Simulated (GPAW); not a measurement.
# Near-edge structure at the La L₃ edge of La2O3 (P-3m1)

Aim: the dependence of the La L₃ near-edge features of La2O3 (P-3m1) on volume.

Calculated with GPAW 26.7.0; X-ray absorption from dipole matrix elements to empty bands, plane-wave PAW PBE, without spin-orbit coupling.

Most raw output is cut from this account.

## Step 1: The starting structure

The structure is trigonal, space group P-3m1 (No. 164). Conventional cell: a = 3.931 Å, b = 3.931 Å, c = 6.112 Å, α = 90.00°, β = 90.00°, γ = 120.00°. Nearest to La lie 7 O at 2.36 to 2.72 Å. Nearest to O lie 6 La at 2.72 Å. O has 4 La at 2.36 to 2.44 Å nearest. Farther neighbours and most contacts between anions are not listed.

Coordinates:

```xyz
5
Lattice="3.9308 0.0000 0.0000 -1.9654 3.4042 0.0000 0.0000 0.0000 6.1120" Properties=species:S:1:pos:R:3 pbc="T T T"
La    0.0000    2.2694    1.5050
La    1.9654    1.1347    4.6070
O     0.0000    0.0000    0.0000
O     0.0000    2.2694    3.9477
O     1.9654    1.1347    2.1643
```

## Step 2: Ground state of the crystal

A plain self-consistent run shows whether there is a gap, which decides the set-up of the core-hole run.

File scf.py:

```python
import numpy as np
from ase import Atoms
from ase.parallel import parprint, paropen
from gpaw import GPAW, PW, FermiDirac, Mixer, MixerDif, setup_paths
from gpaw.test import gen
setup_paths.insert(0, '.')
gen('La', name='nch2p', xcname='PBE', corehole=(2, 1, 0), write_xml=True)
from gpaw.mpi import world
world.barrier()

atoms = Atoms('La2O3',
    cell=[[3.93077788, 0, 0],
     [-1.96538894, 3.4041535, 0],
     [0, 0, 6.11195352]],
    scaled_positions=[[0.33333333, 0.66666667, 0.24623568],
     [0.66666667, 0.33333333, 0.75376432],
     [0, 0, 0],
     [0.33333333, 0.66666667, 0.64589065],
     [0.66666667, 0.33333333, 0.35410935]],
    pbc=True)
atoms.calc = calc = GPAW(legacy_gpaw=True, mode=PW(500), xc='PBE', setups={0: 'nch2p'},
    kpts={'size': (7, 7, 4), 'gamma': True}, occupations=FermiDirac(0.05),
    charge=0, mixer=Mixer(0.1, 5, 50), maxiter=150,
    convergence={'density': 0.0001}, txt='scf.txt')
energy = atoms.get_potential_energy() + calc.get_reference_energy()
ef = calc.get_fermi_level()
out = dict(energy=energy, fermi=ef, forces=atoms.get_forces().tolist())
parprint(f'all-electron energy {energy:.4f} eV, Fermi level {ef:.4f} eV')
ev = np.array([[calc.get_eigenvalues(k, s) for k in range(len(calc.get_ibz_k_points()))] for s in range(calc.get_number_of_spins())])
out['homo'], out['lumo'], out['counts'] = ev[ev < ef].max(), ev[ev > ef].min(), sorted(set((ev < ef).sum((0, 2)).tolist()))
out['filled'] = (ev[:, 0] < ef).sum(1).tolist()
import json
with paropen('out.json', 'w') as f:
    json.dump(out, f)
```

Launch:

```sh
$ OMP_NUM_THREADS=1 mpirun -n 2 gpaw python scf.py
```

The job ended after 33 s (2 MPI ranks of Arm Neoverse V1, shared host; peak memory 0.23 GiB; 67 s of CPU time).

The mesh shows a gap of 3.94 eV, so the hole is first treated in a charged cell, without the excited electron.

## Step 3: Reference energy of the supercell

The photon energy needs a difference of total energies, so the cell and mesh of the coming hole run are first run without a hole.

scf.py, as its differences from that of step 2:

```diff
@@ -10,14 +10,24 @@
 
-atoms = Atoms('La2O3',
-    cell=[[3.93077788, 0, 0],
-     [-1.96538894, 3.4041535, 0],
-     [0, 0, 6.11195352]],
-    scaled_positions=[[0.33333333, 0.66666667, 0.24623568],
-     [0.66666667, 0.33333333, 0.75376432],
+atoms = Atoms('La6O9',
+    cell=[[-5.89616682, 3.4041535, 0],
+     [-5.89616682, -3.4041535, 0],
+     [3.93077788, 0, 6.11195352]],
+    scaled_positions=[[0.41541189, 0.74874523, 0.24623568],
+     [0.74874523, 0.08207856, 0.24623568],
+     [0.08207856, 0.41541189, 0.24623568],
+     [0.25125477, 0.91792144, 0.75376432],
+     [0.58458811, 0.25125477, 0.75376432],
+     [0.91792144, 0.58458811, 0.75376432],
      [0, 0, 0],
-     [0.33333333, 0.66666667, 0.64589065],
-     [0.66666667, 0.33333333, 0.35410935]],
+     [0.33333333, 0.33333333, 0],
+     [0.66666667, 0.66666667, 0],
+     [0.54863022, 0.88196355, 0.64589065],
+     [0.88196355, 0.21529688, 0.64589065],
+     [0.21529688, 0.54863022, 0.64589065],
+     [0.11803645, 0.78470312, 0.35410935],
+     [0.45136978, 0.11803645, 0.35410935],
+     [0.78470312, 0.45136978, 0.35410935]],
     pbc=True)
 atoms.calc = calc = GPAW(legacy_gpaw=True, mode=PW(500), xc='PBE', setups={0: 'nch2p'},
-    kpts={'size': (7, 7, 4), 'gamma': True}, occupations=FermiDirac(0.05),
+    kpts={'size': (3, 3, 3), 'gamma': True}, occupations=FermiDirac(0.02),
     charge=0, mixer=Mixer(0.1, 5, 50), maxiter=150,
```

Elapsed: 6.3 min, on 2 MPI ranks; peak memory 0.46 GiB; 13 min of CPU time.

Reference energy: -1405057.167 eV with the cores included.

## Step 4: Spectrum with FCH, La atom 1

The holes are 6.8 Å apart. In GPAW the data set carries the hole's charge, so charge=0 means a charged cell and charge=-1 a neutral one. The excited electron is left out and a uniform background balances the charge. After the field has converged, empty bands are computed with the density fixed and the dipole matrix elements are summed.

The absorber has 3 O at 2.36 Å, 1 O at 2.44 Å and 3 O at 2.72 Å (7-fold, site symmetry 3m).

File xas.py:

```python
import numpy as np
from ase import Atoms
from ase.parallel import parprint, paropen
from gpaw import GPAW, PW, FermiDirac, Mixer, MixerDif, setup_paths
from gpaw.test import gen
setup_paths.insert(0, '.')
gen('La', name='fch2p', xcname='PBE', corehole=(2, 1, 1), write_xml=True)
from gpaw.mpi import world
world.barrier()

atoms = Atoms('La6O9',
    cell=[[-5.89616682, 3.4041535, 0],
     [-5.89616682, -3.4041535, 0],
     [3.93077788, 0, 6.11195352]],
    scaled_positions=[[0.41541189, 0.74874523, 0.24623568],
     [0.74874523, 0.08207856, 0.24623568],
     [0.08207856, 0.41541189, 0.24623568],
     [0.25125477, 0.91792144, 0.75376432],
     [0.58458811, 0.25125477, 0.75376432],
     [0.91792144, 0.58458811, 0.75376432],
     [0, 0, 0],
     [0.33333333, 0.33333333, 0],
     [0.66666667, 0.66666667, 0],
     [0.54863022, 0.88196355, 0.64589065],
     [0.88196355, 0.21529688, 0.64589065],
     [0.21529688, 0.54863022, 0.64589065],
     [0.11803645, 0.78470312, 0.35410935],
     [0.45136978, 0.11803645, 0.35410935],
     [0.78470312, 0.45136978, 0.35410935]],
    pbc=True)
atoms.calc = calc = GPAW(legacy_gpaw=True, mode=PW(500), xc='PBE', setups={0: 'fch2p'},
    kpts={'size': (3, 3, 3), 'gamma': True}, occupations=FermiDirac(0.02),
    charge=0, mixer=Mixer(0.1, 5, 50), maxiter=150,
    convergence={'density': 0.0001}, txt='scf.txt')
energy = atoms.get_potential_energy() + calc.get_reference_energy()
ef = calc.get_fermi_level()
out = dict(energy=energy, fermi=ef, forces=atoms.get_forces().tolist())
parprint(f'all-electron energy {energy:.4f} eV, Fermi level {ef:.4f} eV')
ev = np.array([[calc.get_eigenvalues(k, s) for k in range(len(calc.get_ibz_k_points()))] for s in range(calc.get_number_of_spins())])
out['homo'], out['lumo'], out['counts'] = ev[ev < ef].max(), ev[ev > ef].min(), sorted(set((ev < ef).sum((0, 2)).tolist()))
out['filled'] = (ev[:, 0] < ef).sum(1).tolist()

from ase.units import Ha
from gpaw.xas import dipole_matrix_elements
nb = int(calc.get_number_of_electrons() / 2) + 179
top, nb = nb, nb + 8 + nb // 12
nscf = calc.fixed_density(kpts={'size': (3, 3, 3), 'gamma': True}, nbands=nb,
    convergence={'bands': top, 'eigenstates': 1e-5}, maxiter=60, txt='nscf.txt')
cell = atoms.cell.array
ops = [cell.T @ U.T @ np.linalg.inv(cell.T) for U in nscf.wfs.kd.symmetry.op_scc]
filled = [60]  # bands filled in the ground state, by spin
E = np.arange(-6, 34, 0.1)
fwhm = np.interp(E, [4, 25], [3.41, 3.5])
Y, X, zero, highest = 0, 0, 1e9, 1e9
for spin in range(nscf.get_number_of_spins()):
    wfs = nscf.wfs
    A = dipole_matrix_elements(wfs.setups[0])
    eps = np.zeros((wfs.kd.nibzkpts, nb))
    d = np.zeros((3, A.shape[1], wfs.kd.nibzkpts, nb), complex)
    for kpt in wfs.kpt_u:
        if kpt.s == spin and 0 in kpt.P_ani:
            eps[kpt.k] = kpt.eps_n * Ha
            d[:, :, kpt.k] = (kpt.weight * wfs.nspins / 2) ** 0.5 * np.inner(A, kpt.P_ani[0])
    world.sum(eps)
    world.sum(d)
    T = np.einsum('amkn,bmkn->abkn', d, d.conj()).real
    T = sum(np.einsum('ai,ijkn,bj->abkn', R, T, R) for R in ops) / len(ops)
    empty = np.ones_like(eps, bool) & (np.arange(nb) >= filled[spin])
    zero, highest = min(zero, eps[empty].min()), min(highest, eps[:, top - 1].min())
    lines = [(eps, T, empty)] if spin == 0 else lines + [(eps, T, empty)]
for eps, T, empty in lines:
    f = np.einsum('aakn->akn', T).reshape(3, -1)
    x = eps.ravel() - zero
    w = np.interp(x, E, fwhm) / 2.35482
    g = np.exp(-0.5 * ((E[:, None] - x) / w) ** 2) / (w * (2 * np.pi) ** 0.5)
    Y = Y + (f * empty.ravel()) @ g.T
    X = X + (f * ~empty.ravel()) @ g.T
out.update(E=E.round(2).tolist(), xas=Y.tolist(), xes=X.tolist(), zero=zero, valid=highest - zero, nk=len(eps), nb=nb)
for i in range(0, len(E), 10):
    parprint(f'{E[i]:7.2f}', *(f'{v:10.3e}' for v in Y[:, i]))
import json
with paropen('out.json', 'w') as f:
    json.dump(out, f)
```

Launch:

```sh
$ OMP_NUM_THREADS=1 mpirun -n 2 gpaw python xas.py
```

Elapsed: 12 min, on 2 MPI ranks; peak memory 0.79 GiB.

The La L₃ spectrum, La atom 1, full core hole (charged cell) (energy from the lowest empty level; intensity scaled to a mean of 1 over the first 20 eV; polarised curves are means over the symmetry-equivalent atoms):

| E (eV) | isotropic | ε ⊥ c | ε ∥ c |
| --- | --- | --- | --- |
| -2.0 | 0.44 | 0.43 | 0.45 |
| -1.5 | 0.74 | 0.73 | 0.77 |
| -1.0 | 1.13 | 1.10 | 1.19 |
| -0.5 | 1.57 | 1.52 | 1.67 |
| 0.0 | 2.01 | 1.94 | 2.14 |
| 0.5 | 2.39 | 2.31 | 2.54 |
| 1.0 | 2.68 | 2.62 | 2.81 |
| 1.5 | 2.85 | 2.82 | 2.92 |
| 2.0 | 2.90 | 2.91 | 2.88 |
| 2.5 | 2.81 | 2.86 | 2.70 |
| 3.0 | 2.60 | 2.69 | 2.44 |
| 3.5 | 2.31 | 2.41 | 2.12 |
| 4.0 | 1.97 | 2.06 | 1.78 |
| 4.5 | 1.62 | 1.70 | 1.46 |
| 5.0 | 1.30 | 1.36 | 1.17 |
| 5.5 | 1.02 | 1.06 | 0.94 |
| 6.0 | 0.79 | 0.81 | 0.74 |
| 6.5 | 0.61 | 0.62 | 0.60 |
| 7.0 | 0.48 | 0.47 | 0.50 |
| 7.5 | 0.39 | 0.36 | 0.43 |
| 8.0 | 0.33 | 0.30 | 0.39 |
| 8.5 | 0.31 | 0.28 | 0.38 |
| 9.0 | 0.31 | 0.28 | 0.37 |
| 9.5 | 0.32 | 0.30 | 0.37 |
| 10.0 | 0.35 | 0.33 | 0.38 |
| 10.5 | 0.38 | 0.37 | 0.39 |
| 11.0 | 0.41 | 0.41 | 0.41 |
| 11.5 | 0.44 | 0.45 | 0.44 |
| 12.0 | 0.48 | 0.48 | 0.46 |
| 12.5 | 0.50 | 0.51 | 0.49 |
| 13.0 | 0.53 | 0.53 | 0.52 |
| 13.5 | 0.55 | 0.55 | 0.55 |
| 14.0 | 0.57 | 0.57 | 0.57 |
| 14.5 | 0.59 | 0.58 | 0.59 |
| 15.0 | 0.60 | 0.59 | 0.61 |
| 15.5 | 0.61 | 0.60 | 0.62 |
| 16.0 | 0.61 | 0.60 | 0.63 |
| 16.5 | 0.61 | 0.61 | 0.62 |
| 17.0 | 0.61 | 0.61 | 0.61 |
| 17.5 | 0.61 | 0.61 | 0.60 |
| 18.0 | 0.60 | 0.61 | 0.58 |
| 18.5 | 0.59 | 0.61 | 0.56 |
| 19.0 | 0.59 | 0.60 | 0.55 |
| 19.5 | 0.58 | 0.59 | 0.54 |
| 20.0 | 0.56 | 0.58 | 0.53 |
| 20.5 | 0.55 | 0.55 | 0.53 |
| 21.0 | 0.53 | 0.53 | 0.53 |
| 21.5 | 0.51 | 0.50 | 0.54 |
| 22.0 | 0.50 | 0.48 | 0.55 |
| 22.5 | 0.49 | 0.46 | 0.56 |
| 23.0 | 0.49 | 0.45 | 0.56 |
| 23.5 | 0.48 | 0.44 | 0.57 |
| 24.0 | 0.48 | 0.44 | 0.56 |
| 24.5 | 0.48 | 0.44 | 0.55 |
| 25.0 | 0.48 | 0.45 | 0.55 |
| 25.5 | 0.49 | 0.47 | 0.54 |
| 26.0 | 0.50 | 0.49 | 0.54 |
| 26.5 | 0.52 | 0.51 | 0.54 |
| 27.0 | 0.54 | 0.54 | 0.55 |
| 27.5 | 0.57 | 0.57 | 0.56 |
| 28.0 | 0.59 | 0.60 | 0.57 |
| 28.5 | 0.63 | 0.64 | 0.59 |
| 29.0 | 0.66 | 0.68 | 0.62 |
| 29.5 | 0.70 | 0.73 | 0.65 |
| 30.0 | 0.74 | 0.77 | 0.68 |

Main maxima below 29 eV (height): 2.0 eV (2.90) and 16.4 eV (0.61). At an L edge the dipole rule selects empty d (and weakly s) states on the absorber, and the strong line at the onset measures the empty part of its d band.

The energy difference (zero at 5599 eV) isn't read as a photon energy: for so heavy an absorber the terms left out (core spin–orbit splitting, the hole's spin, the functional's error) amount to tens of eV or more.

## Step 5: Supercell without a hole, the energy reference

The cell changes for the next run, so it gets a reference energy of its own.

The cell differs from the one that the last finished run ended in (a 6.808 → 6.598 Å, b 6.808 → 6.598 Å, c 7.267 → 7.042 Å).

scf.py, as its differences from that of step 3:

```diff
@@ -11,5 +11,5 @@
 atoms = Atoms('La6O9',
-    cell=[[-5.89616682, 3.4041535, 0],
-     [-5.89616682, -3.4041535, 0],
-     [3.93077788, 0, 6.11195352]],
+    cell=[[-5.71369289, 3.29880213, 0],
+     [-5.71369289, -3.29880213, 0],
+     [3.80912859, 0, 5.92280144]],
     scaled_positions=[[0.41541189, 0.74874523, 0.24623568],
```

Launch:

```sh
$ OMP_NUM_THREADS=1 mpirun -n 2 gpaw python scf.py
```

Run time: 4.4 min. Hardware: 2 MPI ranks; peak memory 0.45 GiB; 8.8 min of CPU time.

Reference energy: -1405055.732 eV with the cores included.

## Step 6: Spectrum with FCH, La atom 1

Shorter bonds are expected to push antibonding states and scattering resonances up, and longer ones down; the cell is scaled to test that.

Changed against the first core-hole run: volume scale from 1 to 0.91.

xas.py, as its differences from that of step 4:

```diff
@@ -11,5 +11,5 @@
 atoms = Atoms('La6O9',
-    cell=[[-5.89616682, 3.4041535, 0],
-     [-5.89616682, -3.4041535, 0],
-     [3.93077788, 0, 6.11195352]],
+    cell=[[-5.71369289, 3.29880213, 0],
+     [-5.71369289, -3.29880213, 0],
+     [3.80912859, 0, 5.92280144]],
     scaled_positions=[[0.41541189, 0.74874523, 0.24623568],
@@ -44,3 +44,3 @@
 from gpaw.xas import dipole_matrix_elements
-nb = int(calc.get_number_of_electrons() / 2) + 179
+nb = int(calc.get_number_of_electrons() / 2) + 165
 top, nb = nb, nb + 8 + nb // 12
```

Launch:

```sh
$ OMP_NUM_THREADS=1 mpirun -n 2 gpaw python xas.py
```

Run time: 10 min. Hardware: 2 MPI ranks; peak memory 0.74 GiB.

| E (eV) | first run | this run |
| --- | --- | --- |
| -2.0 | 0.44 | 0.34 |
| -1.0 | 1.13 | 0.88 |
| 0.0 | 2.01 | 1.60 |
| 1.0 | 2.68 | 2.20 |
| 2.0 | 2.90 | 2.55 |
| 3.0 | 2.60 | 2.59 |
| 4.0 | 1.97 | 2.25 |
| 5.0 | 1.30 | 1.66 |
| 6.0 | 0.79 | 1.10 |
| 7.0 | 0.48 | 0.68 |
| 8.0 | 0.33 | 0.42 |
| 9.0 | 0.31 | 0.32 |
| 10.0 | 0.35 | 0.31 |
| 11.0 | 0.41 | 0.36 |
| 12.0 | 0.48 | 0.43 |
| 13.0 | 0.53 | 0.49 |
| 14.0 | 0.57 | 0.54 |
| 15.0 | 0.60 | 0.57 |
| 16.0 | 0.61 | 0.60 |
| 17.0 | 0.61 | 0.61 |
| 18.0 | 0.60 | 0.61 |
| 19.0 | 0.59 | 0.60 |
| 20.0 | 0.56 | 0.58 |
| 21.0 | 0.53 | 0.57 |
| 22.0 | 0.50 | 0.54 |
| 23.0 | 0.49 | 0.51 |
| 24.0 | 0.48 | 0.48 |
| 25.0 | 0.48 | 0.46 |
| 26.0 | 0.50 | 0.44 |
| 27.0 | 0.54 | 0.44 |
| 28.0 | 0.59 | 0.47 |
| 29.0 | 0.66 | 0.51 |

The scaled spectrum changes by 16 % r.m.s. A shift of +0.6 eV leaves 8 %. The highest intensity below 24 eV goes from 2.0 eV (2.90) to 2.6 eV (2.62).

The photon energy of the zero moves by -0.45 eV.

## Step 7: Supercell without a hole, the energy reference

The cell differs from the one that the last finished run ended in (a 6.598 → 6.669 Å, b 6.598 → 6.669 Å, c 7.042 → 7.118 Å).

scf.py, as its differences from that of step 5:

```diff
@@ -11,5 +11,5 @@
 atoms = Atoms('La6O9',
-    cell=[[-5.71369289, 3.29880213, 0],
-     [-5.71369289, -3.29880213, 0],
-     [3.80912859, 0, 5.92280144]],
+    cell=[[-5.77580311, 3.33466148, 0],
+     [-5.77580311, -3.33466148, 0],
+     [3.85053541, 0, 5.98718477]],
     scaled_positions=[[0.41541189, 0.74874523, 0.24623568],
```

Launch:

```sh
$ OMP_NUM_THREADS=1 mpirun -n 2 gpaw python scf.py
```

Wall time 5.1 min (2 MPI ranks); peak memory 0.45 GiB; 10 min of CPU time.

Reference energy: -1405056.474 eV with the cores included.

## Step 8: Spectrum with FCH, La atom 1

Changed against the first core-hole run: volume scale from 1 to 0.94.

xas.py, as its differences from that of step 6:

```diff
@@ -11,5 +11,5 @@
 atoms = Atoms('La6O9',
-    cell=[[-5.71369289, 3.29880213, 0],
-     [-5.71369289, -3.29880213, 0],
-     [3.80912859, 0, 5.92280144]],
+    cell=[[-5.77580311, 3.33466148, 0],
+     [-5.77580311, -3.33466148, 0],
+     [3.85053541, 0, 5.98718477]],
     scaled_positions=[[0.41541189, 0.74874523, 0.24623568],
@@ -44,3 +44,3 @@
 from gpaw.xas import dipole_matrix_elements
-nb = int(calc.get_number_of_electrons() / 2) + 165
+nb = int(calc.get_number_of_electrons() / 2) + 170
 top, nb = nb, nb + 8 + nb // 12
```

Launch:

```sh
$ OMP_NUM_THREADS=1 mpirun -n 2 gpaw python xas.py
```

Run time: 11 min. Hardware: 2 MPI ranks; peak memory 0.75 GiB.

| E (eV) | first run | this run |
| --- | --- | --- |
| -2.0 | 0.44 | 0.37 |
| -1.0 | 1.13 | 0.96 |
| 0.0 | 2.01 | 1.74 |
| 1.0 | 2.68 | 2.37 |
| 2.0 | 2.90 | 2.68 |
| 3.0 | 2.60 | 2.62 |
| 4.0 | 1.97 | 2.16 |
| 5.0 | 1.30 | 1.53 |
| 6.0 | 0.79 | 0.98 |
| 7.0 | 0.48 | 0.59 |
| 8.0 | 0.33 | 0.38 |
| 9.0 | 0.31 | 0.31 |
| 10.0 | 0.35 | 0.32 |
| 11.0 | 0.41 | 0.38 |
| 12.0 | 0.48 | 0.45 |
| 13.0 | 0.53 | 0.51 |
| 14.0 | 0.57 | 0.55 |
| 15.0 | 0.60 | 0.58 |
| 16.0 | 0.61 | 0.60 |
| 17.0 | 0.61 | 0.61 |
| 18.0 | 0.60 | 0.61 |
| 19.0 | 0.59 | 0.59 |
| 20.0 | 0.56 | 0.58 |
| 21.0 | 0.53 | 0.56 |
| 22.0 | 0.50 | 0.52 |
| 23.0 | 0.49 | 0.49 |
| 24.0 | 0.48 | 0.47 |
| 25.0 | 0.48 | 0.46 |
| 26.0 | 0.50 | 0.45 |
| 27.0 | 0.54 | 0.47 |
| 28.0 | 0.59 | 0.51 |
| 29.0 | 0.66 | 0.56 |
| 30.0 | 0.74 | 0.62 |

Against the first run the r.m.s. difference is 10 %. The highest intensity below 24 eV goes from 2.0 eV (2.90) to 2.4 eV (2.71).

The photon energy of the zero moves by -0.28 eV.

## Step 9: Reference energy of the supercell

The cell differs from the one that the last finished run ended in (a 6.669 → 6.740 Å, b 6.669 → 6.740 Å, c 7.118 → 7.193 Å).

scf.py, as its differences from that of step 7:

```diff
@@ -11,5 +11,5 @@
 atoms = Atoms('La6O9',
-    cell=[[-5.77580311, 3.33466148, 0],
-     [-5.77580311, -3.33466148, 0],
-     [3.85053541, 0, 5.98718477]],
+    cell=[[-5.8366055, 3.36976576, 0],
+     [-5.8366055, -3.36976576, 0],
+     [3.89107034, 0, 6.05021239]],
     scaled_positions=[[0.41541189, 0.74874523, 0.24623568],
```

Launch:

```sh
$ OMP_NUM_THREADS=1 mpirun -n 2 gpaw python scf.py
```

It took 5.7 min on 2 MPI ranks; peak memory 0.45 GiB; 11 min of CPU time.

Reference energy: -1405056.948 eV with the cores included.

(Part 1 of 2 ends here.)

[Logs are printed without paths, hosts, clocks, repeated set-up lines and the standing remarks that a program may print on its own settings, such as how far it seeks lower states.]

[Hosts, paths, dates, database ids (printed as entryN), source tags and the programs' standing remarks are cut or masked in the printed files.]

[Lists of maxima count a maximum above −3 eV only where it reaches 4 % of the highest in the window and stands out from its surroundings by 2 % of it (1.5 % where it reaches 55 %); shoulders and weaker maxima are passed over, and of the rest the first, up to two pre-edge ones and the few strongest are named.]
